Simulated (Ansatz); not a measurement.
# CH on Ta(110), longbridge start, 2x2 cell: work function, bands and core levels, part 3 of 4

Aim: how the adsorbate changes the work function, the valence spectrum and the core levels in CH on Ta(110), longbridge start, 2x2 cell. Spin–orbit coupling is left out of the bands throughout.

Ansatz 0.2.0; DFT, PBE, plane-wave PAW, default files, scalar-relativistic.

So far, work function, upper face (eV): step 2 (the clean face) 4.79; step 3 (relaxing the atoms) 4.35.

## Step 4: Bands by layer (continued)

A(k,E), middle over k along the path and E. Zero: Fermi level.

Ten even steps from '_' (0.00 eV⁻¹) to '@' (2.08 eV⁻¹), each cell a mean:
```
______....____::++==----::______..______..--........__....__
..______::......----......______..::......::........__..__..
....____::++****--++..____::______--****++....__............
....____::**%%%%**::::::::....____--##%%++..__::..______....
----..::****++**@@--....------..--****++%%%%++--....__::::--
--==**@@**==--======::::..--==##%%**----==**++::::....--++--
::::****--....--==--==--::::--**++--....::==++==--====++--::
++##%%++--::::::......::--++%%##++--::------==++====++**++++
##++::::..::..____::....::**==......::..__..::--++**##++**##
....______________..::......________________::====##%%--::..
____....__________----::..____..__________..::--**@@%%::..__
........________..--##++::........________....--##--::**....
..........______....--****..........______::..--..____--==::
**--........__......::==++++::....::....::....--________==**
--++::......::......::....--++......::::..__::..__________::
____::....__..__....________..::..________....______________
____::__..::..::__::__________::__......::....______________
______--____..________________..::____..__....______________
________......__::______________........__--________________
________::____..________________....____..__________________
________..::..::__________________::....::__________________
__________..--______________________::::____________________
```
Columns: k along the path (Å⁻¹) from 0 to 5.89 (not evenly spaced); rows upwards: E (eV) from -7.7 to 2.13.

A(k,E), bottom over k along the path and E. Zero: Fermi level.

Ten even steps from '_' (0.00 eV⁻¹) to '@' (2.81 eV⁻¹), each cell a mean:
```
______==______--++##----++____..--______::++::--::..__::::__
::____..--......**==::--....____::::....__==++----..__::..::
--::____::==--++++**......==..__..--====++::____..::::..::--
..::..__::++****##--==--::..--____::++**==____..==****----..
::--::..++**++##@@**--..::::--..--****++%%##++--++::::++::::
::--##@@%%##%%@@++::::....::--@@@@##%%%%##@@**==::::--==--::
..::**%%++--::==++------::..::%%%%++::--==++++==::--++++--..
**%%%%++====--....--....--**@@##++====--::--++++========++++
**--..........____::....::++::..........____--####****====**
__________________..::..____________________::--==++++--..__
____..____________::----::____..____________....==**++--::__
----::::________..--****==----::..________....::==....====--
--::..::..______::..::++**--::..::..______::..::______..--==
==--....::..__........::--==--....::____::......________::==
..::::....--::::......____..--::..::::::::..::____________..
____....__..--......__________::..__::::__..________________
______..............__________................______________
______....____....______________....____....________________
________..::::....________________..::::....________________
________..____..________________________..__________________
________....__..__________________........__________________
__________..::______________________....____________________
```
Columns: k along the path (Å⁻¹) from 0 to 5.89 (not evenly spaced); rows upwards: E (eV) from -7.7 to 2.13.

Peaks of A(k,E) at the labelled points: for each region the eleven nearest the zero at most, each over 6 % of that point's highest, less those above the energy where the solved bands run out; weight and spread sum the levels within three half widths or 0.3 eV, so near peaks share levels. Peaks of the spectral function, the first 40 of 172 rows:

```csv
point,weight on,E (eV),A (1/eV),weight near the peak,rms spread of levels (eV)
"(½,0)",total,-3.48,2.736,1.522,0.118
"(½,0)",total,-3.24,4.258,1.528,0.118
"(½,0)",total,-1.98,2.079,0.546,0.046
"(½,0)",total,-1.44,9.793,3.364,0.082
"(½,0)",total,-0.78,2.09,0.506,0.067
"(½,0)",total,-0.1,4.894,1.597,0.08
"(½,0)",total,0.52,1.309,0.567,0.158
"(½,0)",total,1.28,4.536,1.531,0.055
"(½,0)",top,-2.02,1.262,0.401,0.046
"(½,0)",top,-1.64,0.553,0.464,0.095
"(½,0)",top,-1.4,1.488,0.561,0.152
"(½,0)",top,-1.12,0.601,0.447,0.159
"(½,0)",top,-0.78,0.581,0.162,0.085
"(½,0)",top,-0.1,1.054,0.382,0.107
"(½,0)",top,0.08,0.615,0.403,0.117
"(½,0)",top,0.52,0.381,0.134,0.144
"(½,0)",top,1.2,1.484,0.399,0.032
"(½,0)",top,1.98,0.179,0.043,0.065
"(½,0)",middle,-3.48,0.491,0.267,0.114
"(½,0)",middle,-3.24,0.821,0.269,0.115
"(½,0)",middle,-1.98,0.545,0.111,0.04
"(½,0)",middle,-1.46,3.265,1.224,0.092
"(½,0)",middle,-0.78,0.799,0.192,0.059
"(½,0)",middle,-0.1,1.965,0.65,0.07
"(½,0)",middle,0.52,0.424,0.182,0.159
"(½,0)",middle,1.28,0.875,0.294,0.056
"(½,0)",bottom,-3.78,1.33,0.733,0.219
"(½,0)",bottom,-3.48,1.239,0.952,0.103
"(½,0)",bottom,-3.24,3.067,0.955,0.104
"(½,0)",bottom,-1.44,5.314,1.673,0.063
"(½,0)",bottom,-0.78,0.708,0.152,0.047
"(½,0)",bottom,-0.1,1.873,0.564,0.07
"(½,0)",bottom,0.22,0.845,0.408,0.189
"(½,0)",bottom,0.5,0.505,0.25,0.154
"(½,0)",bottom,1.3,2.793,0.837,0.047
Γ,total,-2.02,0.741,0.191,0.046
Γ,total,-1.44,3.773,1.04,0.042
Γ,total,-1.04,4.271,1.089,0.069
Γ,total,-0.34,7.172,1.981,0.039
Γ,total,0.14,5.034,2.329,0.131
```

The DOS has structure finer than the step of the table below, so its rows give means over 0.5 eV, whole bins alone (the curve runs from -12.9 to 1.93 eV). Peaks (eV: height): total -10.88: 6.92, -2.88: 17.0, -1.38: 29.2; Ta 5d -2.88: 13.4, -1.38: 27.7; Ta 6s -10.88: 0.699, -4.28: 3.83, -3.67: 3.85, -0.17: 2.55; Ta 6p* -0.07: 1.75, 1.02: 1.44; C 2p -5.38: 1.06, -2.98: 0.732, -2.08: 1.28, 0.03: 0.471.

* holds the states left over by the projection beside any projected weight of its own. DOS against E, zero at the Fermi level; means over each step; values in states/eV/cell:

```csv
E (eV),total,Ta 5d,Ta 6s,Ta 6p*,C 2p,C 2s,H 1s
-12.0,0,0,0,0,0,0,0
-11.5,0.0114,0.00121,0.00127,2.4e-4,1.1e-4,0.00638,0.00217
-11.0,3.43,0.373,0.351,0.0769,0.0378,1.93,0.664
-10.5,0.554,0.0606,0.0542,0.0127,0.00635,0.312,0.108
-10.0,0,0,0,0,0,0,0
-9.5,0,0,0,0,0,0,0
-9.0,0,0,0,0,0,0,0
-8.5,0,0,0,0,0,0,0
-8.0,3.2e-4,0,3.0e-4,3.0e-6,6.3e-6,0,4.7e-6
-7.5,0.310,0.00223,0.291,0.00360,0.00663,0.00223,0.00456
-7.0,0.912,0.0117,0.842,0.0157,0.0243,0.00461,0.0137
-6.5,1.32,0.0564,1.11,0.0317,0.0852,0.00340,0.0358
-6.0,2.42,0.209,1.67,0.0657,0.350,0.00215,0.125
-5.5,3.75,0.625,1.85,0.107,0.883,0.00915,0.271
-5.0,4.04,0.896,2.36,0.123,0.520,0.0201,0.126
-4.5,5.82,2.27,3.02,0.147,0.340,0.0158,0.0320
-4.0,9.70,5.56,3.48,0.190,0.437,0.0136,0.0185
-3.5,12.0,7.93,3.15,0.242,0.632,0.0137,0.0151
-3.0,15.5,12.0,2.48,0.316,0.671,0.0113,0.0171
-2.5,11.9,9.85,1.16,0.266,0.612,0.0104,0.0152
-2.0,11.3,9.31,0.621,0.278,1.03,0.0285,0.0385
-1.5,22.9,21.4,0.489,0.552,0.403,0.0257,0.0342
-1.0,25.5,23.3,0.994,0.812,0.280,0.0262,0.0346
-0.5,25.7,22.0,2.03,1.20,0.388,0.0335,0.0277
0.0,23.3,19.1,2.13,1.56,0.399,0.0314,0.0267
0.5,12.9,10.4,1.05,1.24,0.170,0.0123,0.0107
1.0,9.78,7.80,0.602,1.26,0.103,0.00406,0.00756
1.5,10.2,8.86,0.581,0.684,0.101,0.00360,0.00973
```

This run's widths, added to any smearing of the DOS itself: Gaussian 0.6 eV, Lorentzian 0.2 eV plus 0.05 an eV of depth. The intensity by binding energy, zero at the Fermi level; values in % of the maximum within 13 eV:

```csv
binding energy (eV),21.2 eV,150 eV,1486.7 eV,5414.7 eV
-1.0,3.23,3.60,3.20,3.27
-0.5,10.3,11.1,10.3,10.5
0.0,51.7,54.6,51.9,53.0
0.5,91.8,94.9,92.4,93.9
1.0,99.7,99.9,99.8,99.9
1.5,87.2,90.5,85.4,85.0
2.0,59.2,71.1,54.5,54.5
2.5,51.8,63.0,48.8,50.0
3.0,50.5,62.6,49.2,52.0
3.5,40.0,54.6,39.2,43.1
4.0,28.3,43.5,28.0,32.4
4.5,17.2,32.1,16.7,20.8
5.0,11.7,27.5,9.53,12.9
5.5,9.76,25.5,6.35,9.16
6.0,5.90,17.0,4.10,6.48
6.5,2.93,9.69,2.60,4.39
7.0,1.57,6.06,1.71,2.94
7.5,1.01,4.17,1.10,1.76
8.0,0.742,3.33,0.708,0.962
8.5,0.631,3.67,0.557,0.671
9.0,0.616,5.09,0.510,0.564
9.5,0.738,8.82,0.561,0.560
10.0,1.28,20.9,0.873,0.761
10.5,3.03,57.7,1.93,1.52
11.0,4.02,78.8,2.53,1.94
11.5,-,37.8,1.29,1.02
12.0,-,13.4,0.550,0.470
12.5,-,6.32,0.324,0.296
```

Maxima picked by a test of local sharpness, so broad peaks and shoulders can be missing; peaks within 0.45 eV of a curve's cut are left out. Valence peaks, by row:

```csv
photon energy (eV),binding energy (eV),height (% of the maximum within 13 eV),main shell,its share (%)
21.2,1.05,100,Ta 5d,97.03
150,10.9,81.61,C 2s,95.13
150,2.8,63.29,Ta 5d,65.87
150,1.05,100,Ta 5d,85.9
1487,2.8,50.23,Ta 5d,95.7
1487,1.05,100,Ta 5d,98.57
5415,2.85,52.61,Ta 5d,89.27
5415,1.05,100,Ta 5d,96.56
```

The planar mean, electrostatic potential oscillates, so the rows of the table below give means over windows of 1 Å about each position, cut where the curve ends. Its maxima inside the range that stand out by 2 % of the span (Å: eV): 8.6: -1.30, 11.0: -1.28, 13.3: -1.83. Its minima: 7.4: -19.6, 9.8: -19.5, 12.2: -19.4, 14.4: -19.6.

From the Fermi level. Table of planar mean, electrostatic potential by z; means over each step:

```csv
z (Å),"planar mean, electrostatic potential (eV)"
0,4.62
1,4.76
2,4.82
3,4.82
4,4.79
5,4.54
6,2.12
7,-11.7
8,-11.5
9,-5.88
10,-15.8
11,-3.70
12,-15.7
13,-6.29
14,-11.9
15,-11.8
16,0.556
17,3.69
18,4.31
19,4.35
20,4.35
21,4.35
22,4.35
23,4.37
```

The intensity has structure finer than the step of the table below, so its rows give means over 0.5 eV, whole bins alone (the curve runs from -12.9 to 1.43 eV). Peaks (eV: height): C K -5.38: 74.5, -1.98: 99.1; C K, E along x -2.08: 198, -0.57: 69.5; C K, E along y -2.58: 99.7, -0.17: 53.1; C K, E along z -5.38: 209; Ta L-beta5 -1.38: 100.0.

Shapes are the site's partial DOS without matrix elements, which overweights lines from ligand s bands. The intensity by emission energy less the core level's binding energy, zero at the Fermi level; means over each step; values in % of the unpolarised maximum:

```csv
emission energy less the core level's binding energy (eV),C K,"C K, E along x","C K, E along y","C K, E along z",Ta L-beta5
-12.5,0.317,0.135,0.145,0.672,6.51
-12.0,0.458,0.151,0.163,1.06,7.17
-11.5,0.936,0.172,0.184,2.45,7.91
-11.0,2.07,0.199,0.210,5.80,8.75
-10.5,1.54,0.223,0.240,4.16,9.70
-10.0,0.817,0.253,0.278,1.92,10.8
-9.5,0.742,0.295,0.327,1.60,12.1
-9.0,0.856,0.350,0.391,1.83,13.7
-8.5,1.11,0.425,0.477,2.42,15.6
-8.0,1.63,0.533,0.601,3.75,17.9
-7.5,3.02,0.718,0.801,7.55,20.8
-7.0,6.14,1.10,1.17,16.1,24.4
-6.5,15.2,1.85,1.89,41.8,28.8
-6.0,39.1,3.30,3.29,111,34.1
-5.5,69.2,6.02,6.37,195,40.5
-5.0,55.8,12.6,16.6,138,48.1
-4.5,42.1,24.1,45.4,56.7,56.6
-4.0,49.6,43.6,76.8,28.2,65.8
-3.5,63.3,75.3,96.0,18.5,75.1
-3.0,68.9,95.7,97.4,13.7,83.9
-2.5,72.0,108,95.8,12.2,91.5
-2.0,92.2,171,85.0,20.9,97.1
-1.5,50.7,70.2,63.3,18.4,99.7
-1.0,34.1,51.7,36.1,14.5,98.3
-0.5,40.7,63.9,43.3,14.0,92.6
0.0,23.7,25.5,32.9,6.64,83.3
0.5,2.64,2.99,3.10,1.12,72.0
1.0,1.16,1.45,1.29,0.694,60.5
```

Shapes are the site's partial DOS without matrix elements, which overweights lines from ligand s bands. Emission peaks, by row:

```csv
line,energy (eV),height (%)
C K,-5.4,74.75
C K,-2.9,70.16
C K,-2,100
C K,-0.5,41.71
"C K, E along x",-2.85,100.5
"C K, E along x",-2.05,199.1
"C K, E along x",-0.6,69.56
"C K, E along y",-3.05,98.11
"C K, E along y",-2.55,99.88
"C K, E along y",-1.8,91.41
"C K, E along y",-0.2,53.94
"C K, E along z",-5.4,210.4
"C K, E along z",-1.85,25.34
"C K, E along z",-0.7,16.05
Ta L-beta5,-1.4,100
```

Recipe: projected DOS times atomic cross section and asymmetry factor (linear light, 0° from the polarisation), occupied states only, Fermi edge at 300 K, a Lorentzian width of 0.2 eV growing by 0.05 eV per eV of binding energy, and a resolution of 0.6 eV. Each atom is damped by exp[−depth/(λ cos θ)], θ = 30° from the normal, λ from the universal curve. The files freeze Ta 4f, so the spectra stop above those lines. Curves are cut 10 eV under the photon energy, above any shell that the free atom's threshold puts out of reach, or at the lower edge of the window: 11.2 eV at 21.2 eV, 12.9 eV at 150 eV, 12.9 eV at 1486.7 eV and 12.9 eV at 5414.7 eV. A star in tables and legends marks shells that hold the states left over by the projection (1.8 % of the filled ones), a stand-in for orbitals that the files don't project on. Matrix elements of the solid and inelastic losses aren't modelled, nor non-dipole terms, which matter above 3 keV.

How the area divides among the shells (%):

```csv
shell,21.2 eV,150 eV,1486.7 eV,5414.7 eV
H 1s,1.5,1.1,0.0,0.0
C 2s,0.7,25.8,0.8,0.3
C 2p,7.5,15.4,0.0,0.0
Ta 6s,0.0,7.3,4.6,11.2
Ta 5d,89.9,50.2,94.2,87.7
```

Regions along c: top from 13.7 to 20.8 Å, middle from 10.4 to 13.7 Å, bottom from 3.5 to 10.4 Å.

States with weight above 0.08 nearest the zero at Γ of the zone, within the window kept, -7.4 to 2.2 eV (levels that the program groups as degenerate share a row):

```csv
E (eV),"weight, total","weight, top","weight, middle","weight, bottom"
-1.04,0.96,0.31,0.12,0.54
-0.38,0.99,0.05,0.15,0.79
-0.32,0.97,0.28,0.20,0.50
0.12,0.82,0.41,0.15,0.26
0.22,0.47,0.07,0.19,0.20
0.40,0.99,0.12,0.41,0.46
0.50,0.61,0.12,0.12,0.38
0.58,0.14,0.08,0.05,0.01
0.60,0.96,0.19,0.48,0.29
1.15,0.82,0.07,0.41,0.35
```

The largest force component on a free atom is 0.055 eV/Å, a little over the usual target of 0.03 eV/Å. At the Fermi level the DOS is 24.12 states/eV a cell, and on the broadened curves Ta 5d holds 81 % of the total there.

[end of part 3 of 4]

[Logs are printed without paths, hosts, clocks, repeated set-up lines and the standing remarks that a program may print on its own settings, such as how far it seeks lower states.]

[Hosts, paths, dates, database ids (printed as entryN), source tags and the programs' standing remarks are cut or masked in the printed files.]

[Maps of the electrostatic potential energy from Ansatz leave out the sawtooth potential of an applied field or a dipole correction, so their vacuum need not be flat; work functions include it.]
